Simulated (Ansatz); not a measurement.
An input for Ansatz 0.2.0 (SiC (P6_3mc)):

```yaml
crystal:
  lattice:
    - [3.0756941497, 0.0, 0.0]
    - [-1.5378470748, 2.6636292679, 0.0]
    - [0.0, 0.0, 10.07064648]
  atoms:
    - { symbol: Si, position: [0.66666667, 0.33333333, 0.93784198] }
    - { symbol: Si, position: [0.33333333, 0.66666667, 0.43784198] }
    - { symbol: Si, position: [0.0, 0.0, 0.68789438] }
    - { symbol: Si, position: [0.0, 0.0, 0.18789438] }
    - { symbol: C, position: [0.66666667, 0.33333333, 0.74980259] }
    - { symbol: C, position: [0.33333333, 0.66666667, 0.24980259] }
    - { symbol: C, position: [0.0, 0.0, 0.50046005] }
    - { symbol: C, position: [0.0, 0.0, 0.00046005] }
kpoints:
  mp_grid: { grid: [12, 12, 4] }
hamiltonian:
  xc: pbe
  pseudopotentials: { kind: paw, source: ansatz }
scf:
  occupations: { method: fixed }
gw:
  n_empty_bands: 216
  ecut_chi: 110.0
  qp_bands: [v2, c2]
  qp_kpoints: band_edges
  screening: { model: contour_deformation }
```

```sh
ansatz run input.yaml --threads 3 --pin off --max-ram 92160MiB --backend cuda --events-out ev --progress --plain --runs-dir out --devices 1 --max-vram 13GiB  # rebuilt from the run's record
```

Estimate wall time and host memory on 1 × NVIDIA H100 80GB HBM3 (shared by 6 runs) with 3 threads of AMD EPYC 7R13 (Zen 3), shared host.

It took 3.9 min; on shared hardware allow 2 min to 7.9 min. Peak host memory was 2.7 GiB. The sizes that set the cost: 4373 plane waves a state, 57 irreducible k points, 232 bands summed, 227 plane waves in the screening and 9 SCF cycles.

The screening grows as filled bands × empty bands × pairs of k points, times the square of the screening basis for the matrix.

[Paths, hosts, dates, memory and timing lines, banners, echoed tables and standing remarks are left out of the program output.]

[Logs are printed without paths, hosts, clocks, repeated set-up lines and the standing remarks that a program may print on its own settings, such as how far it seeks lower states.]

[Runs of the session that timed out or met a known fault of the program may be left out.]

[Cells called generated may have been cut or substituted from an entry of the Crystallography Open Database or the Materials Project.]

[Hosts, paths, dates, database ids (printed as entryN), source tags and the programs' standing remarks are cut or masked in the printed files.]
